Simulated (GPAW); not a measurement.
Two runs for the Zn K edge of atom 1 in NaLiZnS2 (P3m1). Run A: GPAW, LDA, full core hole (charged cell), 15-atom cell with 6.8 Å between holes, 3×3×3 k points, dipole transitions, Gaussian full width 1.67 eV up to 4 eV, rising linearly to 3.5 eV at 25 eV. Run B differs in one choice.

Energy from the lowest empty level; intensity scaled to a mean of 1 over the first 20 eV:

```csv
E (eV),A,B
-2.0,0.00,0.00
-1.0,0.00,0.00
0.0,0.03,0.04
1.0,0.18,0.19
2.0,0.66,0.31
3.0,1.45,0.65
4.0,1.81,1.49
5.0,1.70,1.98
6.0,1.24,1.68
7.0,0.82,1.09
8.0,0.89,0.87
9.0,1.12,0.91
10.0,1.23,1.20
11.0,1.13,1.35
12.0,1.00,1.16
13.0,1.00,1.00
14.0,0.99,1.01
15.0,0.92,0.99
16.0,0.90,0.94
17.0,0.88,0.92
18.0,0.81,0.90
19.0,0.75,0.83
20.0,0.74,0.76
21.0,0.76,0.74
22.0,0.79,0.77
23.0,0.81,0.82
24.0,0.84,0.86
25.0,0.90,0.89
26.0,0.97,0.94
27.0,0.99,1.00
28.0,0.96,1.02
29.0,0.87,0.98
30.0,0.76,0.88
31.0,0.69,0.77
32.0,0.67,0.70
```

Question: What was changed?
a) the volume of the cell
b) the plane-wave cutoff
c) the broadening
d) the size of the supercell

(d): run B changes the supercell atoms from 15 to 5, and the k mesh follows the cell. Against the first run the r.m.s. difference is 21 %. A shift of +0.8 eV leaves 7 %. The highest intensity below 24 eV goes from 3.8 eV (1.82) to 5.2 eV (1.99). Other settings could leave a like mark; this is the one that was changed.

[Banner, clock and machine lines of the logs are left out without a mark of their own.]

[Logs are printed without paths, hosts, clocks, repeated set-up lines and the standing remarks that a program may print on its own settings, such as how far it seeks lower states.]

[Hosts, paths, dates, database ids (printed as entryN), source tags and the programs' standing remarks are cut or masked in the printed files.]

[Lists of maxima count a maximum above −3 eV only where it reaches 4 % of the highest in the window and stands out from its surroundings by 2 % of it (1.5 % where it reaches 55 %); shoulders and weaker maxima are passed over, and of the rest the first, up to two pre-edge ones and the few strongest are named.]
